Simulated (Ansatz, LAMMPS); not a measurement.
# Forces and charges in liquid 62P2O5-12Al2O3-27MgO (mol %) at 3000 K (141 atoms)

Aim: energy, forces, charges and density of states of liquid 62P2O5-12Al2O3-27MgO (mol %) at 3000 K (141 atoms) at a fixed geometry.

Calculated with Ansatz 0.2.0; Kohn-Sham DFT, PBE, PAW (set soft_2), plane waves.

## Step 1: The starting structure

The cell holds 141 atoms: 32 P, 6 Al, 7 Mg and 96 O. Cell: a = 12.417 Å, b = 12.417 Å, c = 12.417 Å, α = 90.0°, β = 90.0°, γ = 90.0°. 141 atoms (32 P, 6 Al, 7 Mg, 96 O) placed at random at 2.48 g/cm³, melted at 4000 K for 10 ps at fixed volume with the Morse and Coulomb pair potential with partial charges (Pedone, Malavasi, Menziani, Cormack and Segre, J. Phys. Chem. B 110, 11780 (2006)). Snapshot at the end of a hold of 10 ps at 3000 K and fixed volume.

Before any run, some limits are plain. The starting topology of bonds comes from the classical model, and needn't be the one that DFT or experiment would give. Sampling is at Γ alone, for a cell whose shortest periodic width is 12 Å.

## Step 2: How the cell was made

A classical potential makes the cell, at a small fraction of what the same run would cost in DFT.

This step: classical MD, Morse and Coulomb pair potential with partial charges (Pedone, Malavasi, Menziani, Cormack and Segre, J. Phys. Chem. B 110, 11780 (2006)) (LAMMPS 22 Jul 2025 - Update 4).

Contents of in.lmp:

```
# melt-quench of P32Al6Mg7O96
units metal
atom_style charge
boundary p p p
region box block 0 12.4168 0 12.4168 0 12.4168
create_box 4 box
mass 1 30.9738   # P
mass 2 26.9815   # Al
mass 3 24.3050   # Mg
mass 4 15.9990   # O
create_atoms 1 random 32 436709 NULL overlap 1.5 maxtry 2000
create_atoms 2 random 6 436716 NULL overlap 1.5 maxtry 2000
create_atoms 3 random 7 436723 NULL overlap 1.5 maxtry 2000
create_atoms 4 random 96 436730 NULL overlap 1.5 maxtry 2000
pair_style hybrid/overlay pedone 5.5 coul/long 8.0
pair_coeff * * coul/long
pair_coeff 1 4 pedone 0.831326 2.585833 1.800790 1   # P-O
pair_coeff 2 4 pedone 0.361581 1.900442 2.164818 0.9   # Al-O
pair_coeff 3 4 pedone 0.038908 2.281000 2.586153 5   # Mg-O
pair_coeff 4 4 pedone 0.042395 1.379316 3.618701 22   # O-O
set type 1 charge 3
set type 2 charge 1.8
set type 3 charge 1.2
set type 4 charge -1.2
kspace_style pppm 1.0e-4
neigh_modify delay 0 every 1 check yes
thermo_style custom step time temp pe press density
thermo_modify norm yes
timestep 0.002
thermo 100
min_style cg
minimize 1e-4 1e-4 200 2000
reset_timestep 0
velocity all create 4000 436710 mom yes dist gaussian
# [... 14 lines left out ...]
compute msd all msd com yes
thermo 1250
fix md all nvt temp 3000 3000 0.2
run 5000 post no
print "== T3000: mean square displacement over the hold $(c_msd[4]:%.2f) A^2"
unfix md
uncompute msd
write_dump all custom T3000.dump id type xs ys zs modify sort id
```

On the command line:

```
$ lmp -in in.lmp -log none -nocite
```

Numbers of over 12 decimals in the logs are rounded to 6 here.

What it wrote:

```text
LAMMPS (22 Jul 2025 - Update 4)
Created orthogonal box = (0 0 0) to (12.4168 12.4168 12.4168)
Created 32 atoms
Created 6 atoms
Created 7 atoms
Created 96 atoms
PPPM initialization ...
  G vector (1/distance) = 0.39084174
  grid = 15 15 15
  estimated relative force accuracy = 4.9790479e-05
   Step          Time           Temp          PotEng         Press         Density
         0   0              0             -4.2085342      513155.55      2.4799777
        97   0.194          0             -20.187624     -23658.084      2.4799777
Loop time of 0.110076 s on 1 MPI rank(s) for 97 steps with 141 atoms
Minimization stats:
  Stopping criterion = energy tolerance
  Energy initial, next-to-last, final =
     -4.20853415957209  -20.1857139247077  -20.1876236405725
  Force two-norm initial, final = 456.73903 4.5916392
  Iterations, force evaluations = 97 139
   Step          Time           Temp          PotEng         Press         Density
         0   0              4000          -20.187624      16729.019      2.4799777
       500   1              1976.2548     -20.076043      8982.4876      2.4799777
      1000   2              1824.1278     -20.129205      16362.543      2.4799777
Loop time of 0.667299 s on 1 MPI rank(s) for 1000 steps with 141 atoms
   Step          Time           Temp          PotEng         Press         Density
      1000   2              1824.1278     -20.129205      16362.543      2.4799777
      1666   3.332          4085.7882     -19.698441     -34140.741      2.4799777
      2499   4.998          3942.0418     -19.805077      56911.774      2.4799777
      3332   6.664          3983.9483     -19.872784      17045.111      2.4799777
      4165   8.33           3965.6891     -19.854392      83775.12       2.4799777
      4998   9.996          3708.8908     -19.741703      56073.286      2.4799777
      5831   11.662         3859.2979     -19.881897      54458.671      2.4799777
[... 1 line left out ...]
Loop time of 3.39405 s on 1 MPI rank(s) for 5000 steps with 141 atoms
   Step          Time           Temp          PotEng         Press         Density
[... 5 lines left out ...]
Loop time of 3.37516 s on 1 MPI rank(s) for 5000 steps with 141 atoms
   Step          Time           Temp          PotEng         Press         Density
[... 2 lines left out ...]
     12500   25             3246.2496     -19.93626       13275.878      2.4799777
     13750   27.5           2654.9355     -20.016743      2004.4548      2.4799777
     15000   30             2575.2312     -19.999261      30153.461      2.4799777
     16000   32             3109.6454     -19.98521       23171.008      2.4799777
Loop time of 3.3505 s on 1 MPI rank(s) for 5000 steps with 141 atoms
== T3000: mean square displacement over the hold 6.95 A^2
```

Wall time 11 s (1 thread of Arm Neoverse V2, shared host); peak memory 0.076 GiB.

## Step 3: Plane-wave single point

The electrons are solved once, with the atoms held.

Contents of input.yaml:

```yaml
crystal:
  lattice:
    - [12.4168, 0.0, 0.0]
    - [0.0, 12.4168, 0.0]
    - [0.0, 0.0, 12.4168]
  atoms:
    - { symbol: P, position: [0.63584, 0.71175, 0.10488] }
    - { symbol: P, position: [0.99356, 0.38074, 0.68562] }
    - { symbol: P, position: [0.17904, 0.8772, 0.86152] }
    - { symbol: P, position: [0.62587, 0.5858, 0.33022] }
    - { symbol: P, position: [0.40592, 0.26781, 0.9793] }
    - { symbol: P, position: [0.70005, 0.35676, 0.21401] }
    - { symbol: P, position: [0.32417, 0.46725, 0.87709] }
    - { symbol: P, position: [0.67911, 0.11021, 0.2551] }
    - { symbol: P, position: [0.2925, 0.33876, 0.43666] }
    - { symbol: P, position: [0.87651, 0.08965, 0.92861] }
    - { symbol: P, position: [0.33312, 0.8936, 0.18828] }
    - { symbol: P, position: [0.61154, 0.00207, 0.47025] }
    - { symbol: P, position: [0.97215, 0.62331, 0.30484] }
    - { symbol: P, position: [0.1273, 0.12574, 0.89319] }
    - { symbol: P, position: [0.35069, 0.59183, 0.66314] }
    - { symbol: P, position: [0.62334, 0.35318, 0.6402] }
    - { symbol: P, position: [0.11089, 0.24169, 0.31242] }
    - { symbol: P, position: [0.12322, 0.99785, 0.27328] }
    - { symbol: P, position: [0.30266, 0.07992, 0.55344] }
    - { symbol: P, position: [0.04245, 0.80582, 0.45397] }
    - { symbol: P, position: [0.19266, 0.59324, 0.19725] }
    - { symbol: P, position: [0.20735, 0.23806, 0.68665] }
    - { symbol: P, position: [0.8869, 0.97881, 0.16255] }
    - { symbol: P, position: [0.01045, 0.80052, 0.0278] }
    - { symbol: P, position: [0.54647, 0.7534, 0.70068] }
    - { symbol: P, position: [0.7296, 0.49533, 0.01373] }
    - { symbol: P, position: [0.83983, 0.70223, 0.70498] }
    - { symbol: P, position: [0.52231, 0.98126, 0.7716] }
    - { symbol: P, position: [0.44345, 0.83069, 0.40256] }
    - { symbol: P, position: [0.95868, 0.56347, 0.93386] }
    - { symbol: P, position: [0.89361, 0.3981, 0.37459] }
    - { symbol: P, position: [0.82129, 0.25069, 0.53955] }
    [... 103 atom lines left out ...]
    - { symbol: O, position: [0.28158, 0.31168, 0.56459] }
    - { symbol: O, position: [0.98029, 0.68024, 0.99836] }
    - { symbol: O, position: [0.60037, 0.7038, 0.79384] }
    - { symbol: O, position: [0.88756, 0.07066, 0.07193] }
    - { symbol: O, position: [0.61233, 0.06931, 0.57741] }
    - { symbol: O, position: [0.53318, 0.87756, 0.70267] }
kpoints:
  mp_grid: { grid: [1, 1, 1] }
hamiltonian:
  xc: pbe
scf:
  occupations: { method: fixed }
output:
  forces: true
  stress: true
  populations: true
  dos:
    method: { smearing: { sigma: 0.1 } }
    de: 0.1
    projected: { site_lists: { Al: [Al], Mg: [Mg], O: [O], P: [P] } }
  eigenvalues: true
  write_density: true
  write_potential: true
  volumetric_format: npy
```

On the command line:

```
$ ansatz run input.yaml --threads 8 --pin off --max-ram 15872MiB --backend cpu --events-out ev --progress --plain --runs-dir out
```

What it wrote:

```text
Engine: ansatz 0.2.0, aarch64-unknown-linux-gnu
Pseudopotentials: kind: paw
Pseudopotential: P, paw, valence charge 5, recommended cutoff 420 eV (normal), P.paw.azcp
Pseudopotential: Al, paw, valence charge 3, recommended cutoff 420 eV (normal), Al.paw.azcp
Pseudopotential: Mg, paw, valence charge 10, recommended cutoff 420 eV (normal), Mg.paw.azcp
Pseudopotential: O, paw, valence charge 6, recommended cutoff 420 eV (normal), O.paw.azcp
[... 5 lines on functional and potentials left out ...]
Crystal: 141 atoms, lattice volume = 1914.384 Å³
Basis set: ecut = 420 eV, 37529 PW (Γ), exchange–correlation on 180×180×180 points (8 copies of the dense FFT grid, shifted against one another)
Bands: 553, of which v1, the nominal top of the filled ones, is band 412 counted from 1 (411 counted from 0)
Symmetry: 1 space group operations
Space group: P1 (ITA 1), of the structure as read, at distance tolerance 1.2e-4 Å
k-points: 1
[...]
atom   7  P     -0.55342759    -3.36391789    -3.94050187
  atom   8  P      5.05995679    -1.97431803     2.53938911
[...]
atom  13  P      1.23909074    -0.03547992    -7.78148940
  atom  14  P     -3.04671136     0.73515997     0.78749774
[...]
atom 140  O     -1.96662169    -0.83429102    -1.66644551
  atom 141  O      1.74152588     0.67127427    -4.24284212
  max |Σ_I F_I| component: 4.66e-5 eV/Å
--- Stress (GPa, compression-positive) ---
        4.340542      -1.842609       3.387804
       -1.842610       0.268389       0.003216
        3.387801       0.003215       5.435059
  P = ⅓ Tr σ = 3.3480 GPa (33.480 kbar)
--- Band table (eV) ---
  k-point 0: bands = ["-73.1136", "-72.6055", "-72.0251", "-71.5537", [... 537 levels ...], "13.0871", "13.1332", "13.1606", "13.1982", "13.2385", "13.2498", "13.2866", "13.3264", "13.3582", "13.3838", "13.4431", "13.4802"]
--- Löwdin populations: 141 sites ---
  site symbol       q [e]
     0      P      2.7983
     1      P      2.8408
     2      P      2.7646
[...]
140      O      6.7245
  spilling = 0.016205 (of n_electrons = 824.000000)
[key lines of the parts left out:]
SCF converged after 17 iterations
Free energy (F): -95353.779008 eV
Fermi energy:    4.744583 eV
```

The job ended after 48 s (8 threads of Arm Neoverse V2, shared host; peak memory 3 GiB; 5.7 min of CPU time).

Reading the cycles: dr2 is the Hartree energy of the density residual (eV), the measure of convergence; HF is the Harris–Foulkes estimate of the energy, which meets the free energy F at convergence.

Read from the output:

| Quantity | Value |
| --- | --- |
| free energy | -95353.7790 eV |
| free energy per atom | -676.2679 eV/atom |
| SCF cycles | 17 |
| pressure | 3.348 GPa |
| r.m.s. force component | 2.679 eV/Å |
| longest force | 10.29 eV/Å |
| Fermi energy | 4.745 eV |
| spacing of highest filled and lowest empty level | 0.0951 eV |
| spilling of the projection | 0.01621 |

Length of the force by element:

| element | coordination | atoms | mean length of the force (eV/Å) | spread | least | most |
| --- | --- | --- | --- | --- | --- | --- |
| Al | all | 6 | 4.42 | 3.02 | 1.69 | 9.84 |
| Mg | all | 7 | 2.48 | 0.849 | 1.51 | 4.00 |
| O | all | 96 | 3.60 | 2.12 | 0.599 | 10.3 |
| P | all | 32 | 5.48 | 2.36 | 0.689 | 9.89 |

Löwdin charges by element (they lack the spilled electrons, 0.095 e an atom on average):

| element | coordination | atoms | mean charge (e) | spread | least | most |
| --- | --- | --- | --- | --- | --- | --- |
| Al | all | 6 | 1.36 | 0.028 | 1.31 | 1.39 |
| Mg | all | 7 | 1.65 | 0.0186 | 1.63 | 1.68 |
| O | all | 96 | -0.794 | 0.0865 | -0.996 | -0.653 |
| P | all | 32 | 2.19 | 0.0583 | 2.02 | 2.29 |

Density of states as counts of states in windows of 1 eV (from the Fermi level), total and the larger projections:

| from (eV) | to (eV) | total | O p | P p | O s |
| --- | --- | --- | --- | --- | --- |
| -18 | -17 | 18.1 | 0.6 | 2.9 | 13.9 |
| -17 | -16 | 0.7 | 0.0 | 0.0 | 0.5 |
| -16 | -15 | 7.8 | 3.7 | 0.8 | 1.9 |
| -15 | -14 | 9.2 | 5.4 | 1.3 | 1.1 |
| -14 | -13 | 10.4 | 6.3 | 1.5 | 1.2 |
| -13 | -12 | 13.1 | 8.2 | 2.3 | 1.2 |
| -12 | -11 | 16.3 | 10.6 | 3.3 | 1.0 |
| -11 | -10 | 18.4 | 12.4 | 3.5 | 0.8 |
| -10 | -9 | 18.6 | 12.8 | 2.4 | 1.5 |
| -9 | -8 | 35.9 | 26.3 | 4.0 | 3.0 |
| -8 | -7 | 51.0 | 40.5 | 4.6 | 3.5 |
| -7 | -6 | 67.6 | 56.5 | 4.2 | 3.7 |
| -6 | -5 | 67.6 | 58.7 | 3.3 | 2.8 |
| -5 | -4 | 72.4 | 64.8 | 2.8 | 2.1 |
| -4 | -3 | 78.4 | 72.4 | 1.9 | 1.3 |
| -3 | -2 | 48.1 | 44.8 | 1.1 | 0.6 |
| -2 | -1 | 38.3 | 36.1 | 0.8 | 0.4 |
| -1 | 0 | 22.9 | 21.6 | 0.3 | 0.2 |
| 0 | 1 | 9.4 | 3.6 | 1.4 | 1.1 |
| 1 | 2 | 12.4 | 2.9 | 2.9 | 1.4 |
| 2 | 3 | 13.7 | 2.6 | 2.9 | 1.4 |
| 3 | 4 | 24.7 | 4.4 | 6.3 | 2.4 |
| 4 | 5 | 32.3 | 5.2 | 9.5 | 2.8 |

With fixed occupations the program's Fermi level is the highest filled level.

Between -26 and -18 eV lie 172 more states.

The stored curve holds about 767 of the 824 electrons; the rest, give or take the few that broadening carries across the Fermi level, lie in deeper levels below its range.

The levels nearest the highest filled one (over half full), pooled over k-points and spins:

| level less the highest filled one (eV) | occupation |
| --- | --- |
| -0.472 | 2 |
| -0.298 | 2 |
| -0.279 | 2 |
| -0.142 | 2 |
| -0.0626 | 2 |
| 0 | 2 |
| 0.0951 | 0 |
| 0.672 | 0 |
| 0.782 | 0 |
| 0.845 | 0 |
| 1.20 | 0 |
| 1.38 | 0 |

Electrostatic potential energy in the ab plane at fractional z = 0.334, with atoms of P and Al and Mg and O within 0.2 Å of it. With pseudopotentials it is smooth inside the atoms' cores, unlike the true potential.

Ten even steps from '0' (-45 eV) to '9' (11 eV), each cell a mean:
```
98765578999999999999999999999999999
98535788999998888999999999999999999
97214899999986467889999888889999999
98768999999984346789998876567899999
99999999999988766789998861004789999
88999999999999888768998860004789998
88899999999999998546998876457888888
57899999878999999888887888888888754
05899999768877778988522478899987300
26899999998756657876100058999987400
68899999998667755313300168999998523
79999999999765566324766789999986101
89999999999988888888988899999876213
99999999999999999999999999988631258
88999999999999999999999989886510157
22688899999842499999999888888754575
00254677899720289999999999999988883
54200157899976799999999999999999998
87200168999999999999999989999999999
98644678999999999999998888999999999
98412789999999999999987778899999999
97200689999999999999842577899999999
98644788999999999999854688999999999
98754578999999999999988889999999999
```
Columns run along a (12.4 Å; values clipped at the 3rd and 97th percentile), rows up along b (12.4 Å). Atoms in or near the plane, at fractional coordinates: P at (0.63, 0.59), Al at (0.39, 0.56), Mg at (0.75, 0.78), O at (0.95, 0.51), O at (0.10, 0.11), O at (0.02, 0.31), O at (0.38, 0.31).

Valence density in the ab plane at fractional z = 0.334, with atoms of P and Al and Mg and O within 0.2 Å of it. It is the smooth field of the valence electrons, not physical close to the nuclei.

Ten steps, logarithmic in the rise over the least value, from '0' (0 e/Å³) to '9' (18 e/Å³), each cell a mean:
```
01233211000000000000000000000000000
13554210000012211000000000000000000
14665210000134542100000000001100000
12443100000135543110000001321000000
01111000000013332221000017983000000
11000000000000123443100027984000001
32100001111000013554210112431000122
43100012343210012333211121100011234
32110012443210001112222332100012223
22110001222110012333311232100001333
31000000001100024665422331000013555
41000000001110024665323331000014777
31000000011110012332112221001124665
10000000001110000000000000123333332
22100000001123210000000000134443222
66421111112356531000000000123332234
77642333212477741000000000001111135
55432444211245420000000111000011113
12222332100011100000000111000000001
01333210000000000000001111000000000
02566310000000000000123321000000000
13677420000000000001355431100000000
02455310000000000001345421000000000
01223211000000000000122110000000000
```
Columns run along a (12.4 Å), rows up along b (12.4 Å). Atoms in or near the plane, at fractional coordinates: P at (0.63, 0.59), Al at (0.39, 0.56), Mg at (0.75, 0.78), O at (0.95, 0.51), O at (0.10, 0.11), O at (0.02, 0.31), O at (0.38, 0.31).

Mean Löwdin charges: Al +1.36, Mg +1.65, O -0.79, P +2.19 e (they miss 1.6 % of the electrons, so they add up to more than the cell's charge). Within 0.4 eV of the Fermi level the largest share is O p (85 % of the projected weight).

## Step 4: Structure statistics

These statistics describe the geometry on which the runs were made.

Density 2.48 g/cm³, 13.58 Å³ an atom.

Pair distribution functions g(r), in bins of 0.2 Å:

| r (Å) | total | O-O | O-P | O-Mg | O-Al | P-P | P-Mg |
| --- | --- | --- | --- | --- | --- | --- | --- |
| 1.30 | 0.04 | 0.00 | 0.13 | 0.00 | 0.00 | 0.00 | 0.00 |
| 1.50 | 3.01 | 0.00 | 9.65 | 0.00 | 0.57 | 0.00 | 0.00 |
| 1.70 | 1.20 | 0.00 | 3.10 | 0.36 | 3.69 | 0.00 | 0.00 |
| 1.90 | 0.45 | 0.00 | 0.48 | 2.55 | 2.22 | 0.00 | 0.00 |
| 2.10 | 0.29 | 0.22 | 0.00 | 1.27 | 1.83 | 0.00 | 0.00 |
| 2.30 | 0.86 | 1.51 | 0.05 | 1.48 | 0.74 | 0.00 | 0.00 |
| 2.50 | 1.34 | 2.71 | 0.04 | 0.90 | 0.21 | 0.00 | 0.00 |
| 2.70 | 0.80 | 1.45 | 0.17 | 0.31 | 0.75 | 0.00 | 0.00 |
| 2.90 | 0.63 | 0.91 | 0.15 | 0.55 | 0.49 | 0.87 | 0.80 |
| 3.10 | 1.00 | 1.01 | 0.39 | 0.71 | 0.95 | 3.40 | 2.80 |
| 3.30 | 0.75 | 0.66 | 0.74 | 0.81 | 0.86 | 0.99 | 1.54 |
| 3.50 | 0.95 | 0.84 | 1.11 | 0.92 | 0.64 | 0.49 | 2.20 |
| 3.70 | 0.96 | 0.83 | 1.30 | 0.49 | 1.25 | 0.22 | 1.26 |
| 3.90 | 1.08 | 0.66 | 1.67 | 1.20 | 1.66 | 0.39 | 1.12 |
| 4.10 | 1.15 | 0.83 | 1.52 | 1.60 | 1.43 | 1.17 | 0.61 |
| 4.30 | 1.06 | 1.02 | 1.04 | 1.29 | 1.50 | 0.73 | 1.28 |
| 4.50 | 1.17 | 1.11 | 1.34 | 1.51 | 1.04 | 0.95 | 0.50 |
| 4.70 | 1.07 | 1.20 | 0.82 | 0.98 | 1.20 | 1.43 | 1.67 |
| 4.90 | 1.09 | 1.25 | 0.89 | 0.80 | 0.49 | 1.74 | 0.71 |
| 5.10 | 1.06 | 1.12 | 0.92 | 1.31 | 0.66 | 1.54 | 1.31 |
| 5.30 | 0.95 | 1.06 | 0.71 | 0.68 | 1.03 | 1.26 | 1.21 |
| 5.50 | 0.93 | 0.96 | 0.76 | 1.08 | 1.14 | 1.19 | 1.02 |
| 5.70 | 0.97 | 1.01 | 1.05 | 1.02 | 0.56 | 0.96 | 0.63 |
| 5.90 | 0.98 | 0.89 | 1.20 | 0.78 | 0.76 | 0.90 | 0.88 |
| 6.10 | 0.95 | 0.89 | 1.13 | 0.86 | 1.07 | 0.53 | 0.81 |

The surroundings of O76, which bears the longest force, nearest first, numbered as they follow in the input and with coordinates relative to it.

| atom | x | y | z | distance (Å) | Löwdin charge (e) | Fx | Fy | Fz (eV/Å) |
| --- | --- | --- | --- | --- | --- | --- | --- | --- |
| O76 | 0.00 | 0.00 | 0.00 | 0.00 | -0.70 | 7.65 | -6.83 | 0.87 |
| P2 | -1.14 | 0.88 | 0.03 | 1.44 | 2.16 | -3.54 | 6.05 | -6.87 |
| P22 | 1.52 | -0.89 | 0.04 | 1.76 | 2.08 | 2.37 | 0.37 | -1.79 |
| O129 | 0.75 | -1.65 | 1.27 | 2.21 | -0.71 | -0.74 | -0.37 | -0.35 |
| O87 | -0.54 | 1.87 | -1.07 | 2.22 | -0.95 | -1.06 | 1.49 | 1.85 |
| O54 | -2.24 | 0.01 | -0.92 | 2.42 | -0.79 | 0.73 | 0.52 | 1.94 |
| O51 | -1.96 | 1.42 | 1.10 | 2.66 | -0.79 | -0.99 | -0.74 | 2.25 |
| O56 | 1.46 | -2.02 | -1.18 | 2.76 | -0.72 | -3.95 | 0.84 | 3.08 |
| O55 | 1.79 | 1.28 | 1.75 | 2.81 | -0.77 | -1.64 | -0.11 | 3.35 |
| O136 | 2.44 | 0.03 | -1.47 | 2.85 | -0.74 | 0.31 | 2.04 | -1.04 |

## Step 5: Results

```yaml
free_energy_per_atom: -676.2679 eV/atom
pressure: 3.348 GPa
r_m_s_force_component: 2.679 eV/Å
spacing_of_highest_filled_and_lowest_empty_level: 0.0951 eV
wall_time_of_the_1_dft_run: 48 s
```

What this shows: Occupations were fixed, yet the highest filled and lowest empty levels lie only 0.095 eV apart (at Γ alone), so the cell may have no gap and the filling was imposed.

What to keep in mind: The force components of 2.7 eV/Å r.m.s. reflect the temperature of the frame as well as the gap between the generating potential and DFT. The stress is far from hydrostatic: its diagonal is 4.3, 0.3, 5.4 GPa, compression counted positive. The pressure of 3.3 GPa is that of one thermal frame, in which the classical model's bond lengths enter as well as the volume, without the kinetic term.

[Logs are printed without paths, hosts, clocks, repeated set-up lines and the standing remarks that a program may print on its own settings, such as how far it seeks lower states.]

[Hosts, paths, dates, database ids (printed as entryN), source tags and the programs' standing remarks are cut or masked in the printed files.]
